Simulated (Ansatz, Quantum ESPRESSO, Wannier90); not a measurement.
# Ballistic channels from Wannier functions: zigzag Ag chain, bond 2.66 Å, width 1.6 Å, part 4 of 5

How many channels does the wire offer, and does a small Wannier basis get them right? The wire: zigzag Ag chain, bond 2.66 Å, width 1.6 Å.

Quantum ESPRESSO 7.5 and Wannier90 3.1.0; plane-wave DFT, PBE, GBRV ultrasoft pseudopotentials; cross-check by Ansatz 0.2.0 with PAW datasets.

So far. Step 2 (Ground state): The run needed 12 iterations to bring the estimated error under 1e-07 Ry; the largest force on any atom, held or free, is 0.15 eV/Å. Step 6 (Localisation, bands and conductance): Bands and channels are those of the Wannier model: bands that were not projected, and all outside the frozen window, are missing or only approximate.

### Step 9. Wannier functions and transport, with dis_froz_max − E_F = -2.0

Level of this step: maximally localised Wannier functions and ballistic conductance; plane-wave DFT, PBE, GBRV ultrasoft pseudopotentials (Wannier90).

How much does a setting matter? One run is repeated with a change.

File wan_w.win:

```
num_wann = 12
num_bands = 37
num_iter = 200
num_print_cycles = 20
conv_tol = 1e-8
conv_window = 5
guiding_centres = true
dis_num_iter = 1500
dis_conv_tol = 1e-8
dis_win_min = -12.6683
dis_win_max = 7.3317
dis_froz_max = -3.6683
search_shells = 120
fermi_energy = -1.6683

transport = true
transport_mode = bulk
one_dim_axis = z
dist_cutoff = 16.9
dist_cutoff_mode = one_dim
tran_win_min = -4.0
tran_win_max = 2.0
tran_energy_step = 0.02

bands_plot = true
bands_num_points = 96
begin kpoint_path
G 0.0 0.0 0.0 Z 0.0 0.0 0.5
end kpoint_path

begin projections
Ag:s;d
end projections

begin unit_cell_cart
ang
  9.0000000000 0.0000000000 0.0000000000
  0.0000000000 8.0000000000 0.0000000000
  0.0000000000 0.0000000000 4.2499882353
end unit_cell_cart

begin atoms_frac
  Ag -0.0888888889 0.0000000000 0.0000000000
  Ag 0.0888888889 0.0000000000 0.5000000000
end atoms_frac

mp_grid = 1 1 8
begin kpoints
  0.0 0.0 0.0000000000
  0.0 0.0 0.1250000000
  0.0 0.0 0.2500000000
  0.0 0.0 0.3750000000
  0.0 0.0 0.5000000000
  0.0 0.0 0.6250000000
  0.0 0.0 0.7500000000
  0.0 0.0 0.8750000000
end kpoints
```

Command:

```sh
> OMP_NUM_THREADS=1 wannier90.x wan_w > wan_w.run.log
```

The log of the run:

```text
[banner, memory and clock lines left out]
+---------------------------------------------------+
             |                                                   |
             |                   WANNIER90                       |
             |                                                   |
             +---------------------------------------------------+
             |                                                   |
             |        Welcome to the Maximally-Localized         |
             |        Generalized Wannier Functions code         |
             |                             |
             |                                                   |
             |                                                   |
             |  Wannier90 Developer Group:                       |
             |    Giovanni Pizzi    (EPFL)                       |
             |    Valerio Vitale    (Cambridge)                  |
             |    David Vanderbilt  (Rutgers University)         |
             |    Nicola Marzari    (EPFL)                       |
             |    Ivo Souza         (Universidad del Pais Vasco) |
             |    Arash A. Mostofi  (Imperial College London)    |
             |    Jonathan R. Yates (University of Oxford)       |
             |                                                   |
             |  For the full list of Wannier90 3.x authors,      |
             |  please check the code documentation and the      |
             |  README on the GitHub page of the code            |
             |                                                   |
             |                                                   |
             |                                                   |
             |  [ref] "Wannier90 as a community code:            |
             |        new features and applications",            |
             |        165902 (2020).                             |
             |            |
             |                                                   |
             |  in any publications arising from the use of      |
             |                                                   |
             |  [ref] "Maximally Localized Generalised Wannier   |
             |         Functions for Composite Energy Bands"     |
             |         N. Marzari and D. Vanderbilt              |
             |         Phys. Rev. B 56 12847 (1997)              |
             |                                                   |
             |  [ref] "Maximally Localized Wannier Functions     |
             |         for Entangled Energy Bands"               |
             |         I. Souza, N. Marzari and D. Vanderbilt    |
             |         Phys. Rev. B 65 035109 (2001)             |
             |                                                   |
             |                                                   |
             | Copyright (c) 1996-2020                           |
             |        The Wannier90 Developer Group and          |
             |        individual contributors                    |
             |                                                   |
             |      Release: 3.1.0        5th March    2020      |
             |                                                   |
             | This program is free software; you can            |
             | redistribute it and/or modify it under the terms  |
             | of the GNU General Public License as published by |
             | the Free Software Foundation; either version 2 of |
             | the License, or (at your option) any later version|
             |                                                   |
             | This program is distributed in the hope that it   |
             | will be useful, but WITHOUT ANY WARRANTY; without |
             | even the implied warranty of MERCHANTABILITY or   |
             | FITNESS FOR A PARTICULAR PURPOSE. See the GNU     |
             | General Public License for more details.          |
             |                                                   |
             | You should have received a copy of the GNU General|
             | Public License along with this program; if not,   |
             | write to the Free Software Foundation, Inc.,      |
             | 675 Mass Ave, Cambridge, MA 02139, USA.           |
             |                                                   |
             +---------------------------------------------------+
[date or host left out]
             +---------------------------------------------------+

 ******************************************************************************
 * -> Using CODATA 2006 constant values                                       *
 *    (                      *
 * -> Using Bohr value from CODATA                                            *
 ******************************************************************************

 Running in serial (with parallel executable)

                                    ------
                                    SYSTEM
                                    ------

                              Lattice Vectors (Ang)
                    a_1     9.000000   0.000000   0.000000
                    a_2     0.000000   8.000000   0.000000
                    a_3     0.000000   0.000000   4.249988

                   Unit Cell Volume:     305.99915  (Ang^3)

                        Reciprocal-Space Vectors (Ang^-1)
                    b_1     0.698132   0.000000   0.000000
                    b_2     0.000000   0.785398   0.000000
                    b_3     0.000000   0.000000   1.478401

 *----------------------------------------------------------------------------*
 |   Site       Fractional Coordinate          Cartesian Coordinate (Ang)     |
 +----------------------------------------------------------------------------+
 | Ag   1  -0.08889   0.00000   0.00000   |   -0.80000   0.00000   0.00000    |
 | Ag   2   0.08889   0.00000   0.50000   |    0.80000   0.00000   2.12499    |
 *----------------------------------------------------------------------------*
                                ------------
                                K-POINT GRID
                                ------------

             Grid size =  1 x  1 x  8      Total points =    8

 *---------------------------------- MAIN ------------------------------------*
 |  Number of Wannier Functions               :                12             |
 |  Number of Objective Wannier Functions     :                12             |
 |  Number of input Bloch states              :                37             |
[...]
O_D=      0.0046526 O_OD=      0.3527770 O_TOT=     12.1021022 <-- SPRD
 Delta: O_D=  0.1645877E-04 O_OD= -0.3585641E-03 O_TOT= -0.3421053E-03 <-- DLTA
 Cycle:     40
[...]
Sum of centres and spreads (  0.000001, -0.000000, 12.749965 )    12.09602748

     40    -0.445E-04     0.0242674976       12.0960274834       0.30  <-- CONV
        O_D=      0.0042147 O_OD=      0.3471402 O_TOT=     12.0960275 <-- SPRD
 Delta: O_D= -0.1818084E-04 O_OD= -0.2631558E-04 O_TOT= -0.4449642E-04 <-- DLTA
 Cycle:     60
[...]
Sum of centres and spreads (  0.000001, -0.000000, 12.749965 )    12.09511434

     60    -0.131E-04     0.0153829843       12.0951143366       0.32  <-- CONV
        O_D=      0.0040651 O_OD=      0.3463766 O_TOT=     12.0951143 <-- SPRD
 Delta: O_D= -0.6393031E-05 O_OD= -0.6658437E-05 O_TOT= -0.1305147E-04 <-- DLTA
 Cycle:     80
[...]
Sum of centres and spreads (  0.000001, -0.000000, 12.749965 )    12.09481084

     80    -0.795E-05     0.0072834728       12.0948108409       0.33  <-- CONV
        O_D=      0.0039754 O_OD=      0.3461628 O_TOT=     12.0948108 <-- SPRD
 Delta: O_D=  0.3914400E-05 O_OD= -0.1186424E-04 O_TOT= -0.7949838E-05 <-- DLTA
 Cycle:    100
[...]
Sum of centres and spreads (  0.000001, -0.000000, 12.749965 )    12.09457475

    100    -0.438E-05     0.0065758527       12.0945747479       0.35  <-- CONV
        O_D=      0.0039008 O_OD=      0.3460013 O_TOT=     12.0945747 <-- SPRD
 Delta: O_D=  0.1755501E-05 O_OD= -0.6134889E-05 O_TOT= -0.4379389E-05 <-- DLTA

 Writing checkpoint file wan_w.chk... done

 Cycle:    120
[...]
Sum of centres and spreads (  0.000001, -0.000000, 12.749965 )    12.09448507

    120    -0.216E-05     0.0070912202       12.0944850723       0.37  <-- CONV
        O_D=      0.0038686 O_OD=      0.3459439 O_TOT=     12.0944851 <-- SPRD
 Delta: O_D=  0.1512185E-05 O_OD= -0.3676882E-05 O_TOT= -0.2164697E-05 <-- DLTA
 Cycle:    140
[...]
Sum of centres and spreads (  0.000001, -0.000000, 12.749965 )    12.09441440

    140    -0.402E-05     0.0076636404       12.0944144005       0.39  <-- CONV
        O_D=      0.0038573 O_OD=      0.3458845 O_TOT=     12.0944144 <-- SPRD
 Delta: O_D= -0.6069202E-05 O_OD=  0.2053048E-05 O_TOT= -0.4016155E-05 <-- DLTA
 Cycle:    160
[...]
Sum of centres and spreads (  0.000001, -0.000000, 12.749965 )    12.09434724

    160    -0.353E-05     0.0059860456       12.0943472399       0.41  <-- CONV
        O_D=      0.0038619 O_OD=      0.3458127 O_TOT=     12.0943472 <-- SPRD
 Delta: O_D=  0.7505138E-07 O_OD= -0.3600396E-05 O_TOT= -0.3525345E-05 <-- DLTA
 Cycle:    180
[...]
Sum of centres and spreads (  0.000001, -0.000000, 12.749965 )    12.09428119

    180    -0.199E-05     0.0068097718       12.0942811858       0.43  <-- CONV
        O_D=      0.0038422 O_OD=      0.3457663 O_TOT=     12.0942812 <-- SPRD
 Delta: O_D=  0.1639473E-05 O_OD= -0.3633994E-05 O_TOT= -0.1994521E-05 <-- DLTA
 Cycle:    200
[...]
Sum of centres and spreads (  0.000001, -0.000000, 12.749965 )    12.09421451

    200    -0.384E-05     0.0074947606       12.0942145124       0.45  <-- CONV
        O_D=      0.0038367 O_OD=      0.3457051 O_TOT=     12.0942145 <-- SPRD
 Delta: O_D= -0.5720121E-05 O_OD=  0.1878598E-05 O_TOT= -0.3841523E-05 <-- DLTA

 Writing checkpoint file wan_w.chk... done

 Final State
[...]
WF centre and spread    5  ( -0.791689, -0.000000, -0.000000 )     0.68994477
  WF centre and spread    6  ( -0.798370,  0.000000,  0.000000 )     0.66758388
  WF centre and spread    7  (  1.223897, -0.000000,  2.124994 )     2.45241129
  WF centre and spread    8  (  0.788742, -0.000000,  2.124994 )     0.79967749
  WF centre and spread    9  (  0.784250, -0.000000,  2.124994 )     0.74025483
  WF centre and spread   10  (  0.796289,  0.000000,  2.124994 )     0.69723438
  WF centre and spread   11  (  0.791689, -0.000000,  2.124994 )     0.68994488
  WF centre and spread   12  (  0.798370, -0.000000,  2.124994 )     0.66758388
  Sum of centres and spreads (  0.000001, -0.000000, 12.749965 )    12.09421451

         Spreads (Ang^2)       Omega I      =    11.744672644
        ================       Omega D      =     0.003836729
                               Omega OD     =     0.345705140
    Final Spread (Ang^2)       Omega Total  =    12.094214512
 Time for wannierise            0.189 (sec)

 Writing checkpoint file wan_w.chk... done

 *---------------------------------------------------------------------------*
 |                               PLOTTING                                    |
 *---------------------------------------------------------------------------*

 Translated centres
    translation centre in fractional coordinate:  0.000000  0.000000  0.250000
  WF centre     1  ( -1.223896, -0.000000, -0.000000 )
  WF centre     2  ( -0.788742,  0.000000, -0.000000 )
  WF centre     3  ( -0.784250,  0.000000, -0.000000 )
  WF centre     4  ( -0.796289,  0.000000,  0.000000 )
  WF centre     5  ( -0.791689, -0.000000, -0.000000 )
  WF centre     6  ( -0.798370,  0.000000,  0.000000 )
  WF centre     7  (  1.223897, -0.000000,  2.124994 )
  WF centre     8  (  0.788742, -0.000000,  2.124994 )
  WF centre     9  (  0.784250, -0.000000,  2.124994 )
  WF centre    10  (  0.796289,  0.000000,  2.124994 )
  WF centre    11  (  0.791689, -0.000000,  2.124994 )
  WF centre    12  (  0.798370, -0.000000,  2.124994 )

 Calculating interpolated band-structure

 Time to calculate interpolated band structure       0.013 (sec)

 Time for plotting              0.016 (sec)

 *---------------------------------------------------------------------------*
 |                              TRANSPORT                                    |
 *---------------------------------------------------------------------------*

 Calculation of Quantum Conductance and DoS: bulk mode

 Maximum imaginary part of the real-space Hamiltonian:     0.000020

     Maximum real part of the real-space Hamiltonian at each lattice point
            Lattice point R           Max |H_ij(R)|
                  -5                     0.000000
                  -4                     0.002528
                  -3                     0.008609
                  -2                     0.083871
                  -1                     1.015473
                   0                     5.259065
                   1                     1.015473
                   2                     0.083871
                   3                     0.008609
                   4                     0.002528
                   5                     0.000000

 Number of unit cells inside the principal layer:     4
 Number of Wannier Functions inside the principal layer:    48

 Calculating quantum conductance and density of states... done

 Time for transport             2.279 (sec)
 Total Execution Time           2.815 (sec)

 *===========================================================================*
 |                             TIMING INFORMATION                            |
 *===========================================================================*
 |    Tag                                                Ncalls      Time (s)|
 |---------------------------------------------------------------------------|
 |kmesh: get                                        :         1         0.010|
 |overlap: allocate                                 :         1         0.000|
 |overlap: read                                     :         1         0.054|
 |dis: main                                         :         1         0.262|
 |wann: main                                        :         1         0.189|
 |plot: main                                        :         1         0.016|
 |tran: main                                        :         1         2.279|
 *---------------------------------------------------------------------------*

 All done: wannier90 exiting
[key lines of the parts left out:]
|  Fermi energy (eV)                         :            -1.668             |
```

It took 3.3 s on 1 MPI rank of Arm Neoverse V1, shared host; peak memory 0.09 GiB.

The changed values were drawn from a wide range, not chosen for quality; the comparison shows what they did here together.

The total spread is 12.1 against 15.0 Å². Between −2 and 1.5 eV the channel count differs from the first run's at 9 % of the energies, and at the Fermi level it is 1 against 1. The frozen window now ends below the Fermi level, so the states there are no longer held.

### Step 10. Neighbour list from wannier90 -pp, with num_wann = 13

One more run, with a changed input.

File wan_bad.win:

```
num_wann = 13
num_bands = 37
num_iter = 200
num_print_cycles = 20
conv_tol = 1e-8
conv_window = 5
guiding_centres = true
dis_num_iter = 1500
dis_conv_tol = 1e-8
dis_win_min = -12.6683
dis_win_max = 7.3317
dis_froz_max = -0.1683
search_shells = 120
fermi_energy = -1.6683

transport = true
transport_mode = bulk
one_dim_axis = z
dist_cutoff = 16.9
dist_cutoff_mode = one_dim
tran_win_min = -4.0
tran_win_max = 2.0
tran_energy_step = 0.02

bands_plot = true
bands_num_points = 96
begin kpoint_path
G 0.0 0.0 0.0 Z 0.0 0.0 0.5
end kpoint_path

begin projections
Ag:s;d
end projections

begin unit_cell_cart
ang
  9.0000000000 0.0000000000 0.0000000000
  0.0000000000 8.0000000000 0.0000000000
  0.0000000000 0.0000000000 4.2499882353
end unit_cell_cart

begin atoms_frac
  Ag -0.0888888889 0.0000000000 0.0000000000
  Ag 0.0888888889 0.0000000000 0.5000000000
end atoms_frac

mp_grid = 1 1 8
begin kpoints
  0.0 0.0 0.0000000000
  0.0 0.0 0.1250000000
  0.0 0.0 0.2500000000
  0.0 0.0 0.3750000000
  0.0 0.0 0.5000000000
  0.0 0.0 0.6250000000
  0.0 0.0 0.7500000000
  0.0 0.0 0.8750000000
end kpoints
```

Command:

```sh
> OMP_NUM_THREADS=1 wannier90.x -pp wan_bad > wan_bad.pp.log
```

The log of the run:

```text
--------------------------------------------------------------------------
[date or host left out]
 Exiting.......
 param_get_projections: too few projection functions defined
[the rest left out]
```

Wall time 0.44 s (1 MPI rank); peak memory 0.09 GiB.

The program refused the input before any cycle.

The fault put into the input: more Wannier functions than projections (num_wann = 13).

Each Wannier function needs a starting projection, or random ones must be asked for.

(Continued in part 5 of 5.)

[Logs are printed without paths, hosts, clocks, repeated set-up lines and the standing remarks that a program may print on its own settings, such as how far it seeks lower states.]

[Hosts, paths, dates, database ids (printed as entryN), source tags and the programs' standing remarks are cut or masked in the printed files.]

[Maps of the electrostatic potential energy from Ansatz leave out the sawtooth potential of an applied field or a dipole correction, so their vacuum need not be flat; planar profiles and work functions include it.]
